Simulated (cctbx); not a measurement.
**What is wrong with this refinement?**

Cell a = 12.6150 Å, b = 12.6150 Å, c = 12.6150 Å, α = 90.00°, β = 90.00°, γ = 90.00°; space group Fm-3m (no. 225). The compound is Sc6Fe16Pb7.

Simulated single-crystal data (cctbx): synchrotron X-rays, λ = 0.7749 Å, to d = 0.65 Å, 50 % of the full sphere, strongest reflection 5000 counts, noise from counting, a 6 % proportional error and a noise floor of 8 counts (s.d.); no absorption.

An anisotropic refinement with weights 1/σ² prints:

```text
Rint 0.067, 40 unique reflections to 1.32 A
cycle     R1     wR2    GooF  max shift (A)
   1  0.0214  0.0438   1.369   0.00477
   2  0.0191  0.0388   1.213   0.00001
final R1 0.0191 wR2 0.0388 GooF 1.213  parameters 13  data/parameter 3.1
atom        x        y        z      Ueq    occ   su(xyz)  su(Uiso or U11)
Pb1    0.00000  0.00000  0.00000   0.0118  1.000  0.00000  0.0021
Pb2    0.25000  0.75000  0.00000   0.0120  1.000  0.00000  0.0015
Fe1    0.37936  0.12064  0.62064   0.0141  1.000  0.00027  0.0023
Fe2    0.17220  0.32780  0.82780   0.0200  1.000  0.00031  0.0026
Sc1    0.00000  0.00000  0.70647   0.0114  1.000  0.00068  0.0049
difference map: max 0.74 min -0.72 rms 0.22
Q1    0.1226  0.2500  0.2500   48    0.74  1.52 A from Fe2
Q2    0.0000  0.0790  0.0790   48    0.58  1.41 A from Pb1
Q3    0.0000  0.1296  0.3013   96    0.44  1.64 A from Sc1
Q4    0.0000  0.0000  0.3619   24    0.39  0.86 A from Sc1
Q5    0.0000  0.2184  0.2184   48    0.36  0.56 A from Pb2
Q6    0.1250  0.1250  0.2750   96    0.35  1.07 A from Fe2
```

Q: Accept it or mend it, and why?

Mend it. The fault: data cut at low resolution. Against the right model at the same level, R1 goes from 0.0242 to 0.0191 and GooF from 0.93 to 1.21. The atoms are right, but there are too few data for the parameters: R1 flatters and the s.u.s grow. Data per parameter fall from 18.4 to 3.1.

The compound is Sc6Fe16Pb7. The right model at the same level gives:

```text
Rint 0.100, 239 unique reflections to 0.65 A
cycle     R1     wR2    GooF  max shift (A)
   1  0.0286  0.0522   1.103   0.00315
   2  0.0242  0.0442   0.934   0.00000
final R1 0.0242 wR2 0.0442 GooF 0.934  parameters 13  data/parameter 18.4
atom        x        y        z      Ueq    occ   su(xyz)  su(Uiso or U11)
Pb1    0.00000  0.00000  0.00000   0.0106  1.000  0.00000  0.0003
Pb2    0.25000  0.75000  0.00000   0.0124  1.000  0.00000  0.0002
Fe1    0.37950  0.12050  0.62050   0.0153  1.000  0.00010  0.0003
Fe2    0.17242  0.32758  0.82758   0.0203  1.000  0.00010  0.0004
Sc1    0.00000  0.00000  0.70643   0.0138  1.000  0.00025  0.0007
difference map: max 3.37 min -4.12 rms 0.66
Q1    0.0000  0.0000  0.3886   24    3.38  1.20 A from Sc1
Q2    0.0000  0.0000  0.0981   24    3.35  1.24 A from Pb1
Q3    0.0000  0.0000  0.4496   24    2.46  1.97 A from Sc1
Q4    0.1372  0.1372  0.2880   96    2.36  0.80 A from Fe2
Q5    0.0000  0.0720  0.0720   48    2.24  1.29 A from Pb1
Q6    0.1388  0.2500  0.2500   48    2.13  1.45 A from Fe2
```

Isotropic U is held between 0.0001 and 1 Å² by the program, and listed peak heights are interpolated, so they can pass the grid's maximum.

This is a model crystal, built by substitution and not relaxed, with assumed displacement parameters.

[Middle refinement cycles are left out of these outputs.]

[Logs are printed without paths, hosts, clocks, repeated set-up lines and the standing remarks that a program may print on its own settings, such as how far it seeks lower states.]
